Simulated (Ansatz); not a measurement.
## Dielectric function and optical constants of BaAg2As2: ground state and bands

Ansatz 0.2.0; DFT, PBE, plane-wave PAW, default files, scalar-relativistic, ground state.

The self-consistent density comes first; it also tells whether there is a gap, which decides the occupations and the need for a Drude term.

input.yaml reads:

```yaml
crystal:
  lattice:
    - [-2.30125, 2.30125, 5.4336]
    - [2.30125, -2.30125, 5.4336]
    - [2.30125, 2.30125, -5.4336]
  atoms:
    - { symbol: Ba, position: [0.0, 0.0, 0.0] }
    - { symbol: Ag, position: [0.25, 0.75, 0.5] }
    - { symbol: Ag, position: [0.75, 0.25, 0.5] }
    - { symbol: As, position: [0.6158, 0.6158, 0.0] }
    - { symbol: As, position: [0.3842, 0.3842, 0.0] }
kpoints:
  mp_grid: { grid: [7, 7, 7] }
  band_path:
    path:
      - [[0.0, 0.0, 0.0], [0.0, 0.0, 0.5], [-0.08968551, 0.08968551, 0.5], [-0.29484275, 0.29484275, 0.29484275], [0.0, 0.0, 0.0], [0.5, 0.5, -0.5], [0.29484275, 0.70515725, -0.29484275], [0.0, 0.5, 0.0], [0.25, 0.25, 0.25], [0.5, 0.5, -0.08968551], [0.5, 0.5, -0.5]]
      - [[0.0, 0.0, 0.5], [0.25, 0.25, 0.25]]
    npoints: 4
scf:
  occupations: { method: fermi_dirac, width: 0.05 }
  n_extra_bands: 9
hamiltonian:
  xc: pbe
  pseudopotentials: { kind: paw }
output:
  forces: true
  stress: true
  populations: true
  write_bands: true
```

Launch:

```sh
> ansatz run input.yaml --threads 4 --pin off --max-ram 8192MiB --backend cpu --events-out ev --progress --plain --runs-dir out
```

Q: Predict the electronic bands.

An even count of 78 valence electrons could fill 39 bands, but bands overlap in energy here, so the system is a metal.

Numbers from this step:

| Quantity | Value |
| --- | --- |
| volume | 115.1 Å³ |
| gap on the path | 0 eV |

Electronic bands along the path, in eV, zero at the Fermi level; # counts the bands kept:

| point | #14 | #15 | #16 | #17 | #18 | #19 | #20 | #21 |
| --- | --- | --- | --- | --- | --- | --- | --- | --- |
| Γ | -2.23 | -2.23 | -1.05 | -1.05 | -0.03 | 1.18 | 1.81 | 2.87 |
| halfway | -2.81 | -2.14 | -2.04 | -1.90 | 1.74 | 1.97 | 2.52 | 2.55 |
| X | -3.14 | -3.01 | -2.53 | -2.15 | 0.30 | 2.58 | 2.62 | 4.22 |
| halfway | -3.13 | -2.98 | -2.58 | -2.10 | 0.31 | 2.57 | 2.65 | 4.14 |
| Y | -3.12 | -2.89 | -2.67 | -1.95 | 0.34 | 2.56 | 2.64 | 4.01 |
| halfway | -2.69 | -2.57 | -2.34 | -1.10 | 0.75 | 1.77 | 2.25 | 3.17 |
| S | -2.41 | -2.22 | -2.21 | 0.10 | 0.99 | 1.42 | 1.79 | 1.94 |
| halfway | -3.08 | -2.30 | -1.69 | -1.32 | 1.37 | 1.87 | 2.32 | 2.80 |
| Γ | -2.23 | -2.23 | -1.05 | -1.05 | -0.03 | 1.18 | 1.81 | 2.87 |
| halfway | -2.44 | -2.44 | -0.25 | -0.25 | -0.10 | 0.52 | 2.53 | 2.56 |
| Z | -2.51 | -1.73 | -0.93 | -0.15 | 0.65 | 0.65 | 1.22 | 3.02 |
| halfway | -2.37 | -1.79 | -1.42 | 0.55 | 0.56 | 0.58 | 1.78 | 2.33 |
| S1 | -2.41 | -2.22 | -2.21 | 0.10 | 0.99 | 1.42 | 1.79 | 1.94 |
| halfway | -3.26 | -2.18 | -1.61 | -0.08 | 0.34 | 1.48 | 2.09 | 2.69 |
| N | -3.79 | -2.16 | -1.19 | -0.17 | -0.16 | 1.42 | 2.36 | 2.54 |
| halfway | -3.42 | -2.41 | -1.91 | -1.86 | 0.04 | 2.66 | 3.40 | 3.52 |
| P | -3.08 | -3.08 | -2.36 | -2.36 | -0.26 | 3.63 | 3.63 | 3.83 |
| halfway | -3.12 | -3.00 | -2.52 | -2.17 | 0.01 | 2.86 | 3.20 | 4.06 |
| Y1 | -3.12 | -2.89 | -2.67 | -1.95 | 0.34 | 2.56 | 2.64 | 4.01 |
| halfway | -2.92 | -2.05 | -1.73 | -0.52 | 0.81 | 1.56 | 1.67 | 2.80 |
| Z | -2.51 | -1.73 | -0.93 | -0.15 | 0.65 | 0.65 | 1.22 | 3.02 |
| jump to X | -3.14 | -3.01 | -2.53 | -2.15 | 0.30 | 2.58 | 2.62 | 4.22 |
| halfway | -3.12 | -3.03 | -2.48 | -2.22 | -0.01 | 2.86 | 3.18 | 4.27 |
| P | -3.08 | -3.08 | -2.36 | -2.36 | -0.26 | 3.63 | 3.63 | 3.83 |

[Logs are printed without paths, hosts, clocks, repeated set-up lines and the standing remarks that a program may print on its own settings, such as how far it seeks lower states.]

[Hosts, paths, dates, database ids (printed as entryN), source tags and the programs' standing remarks are cut or masked in the printed files.]
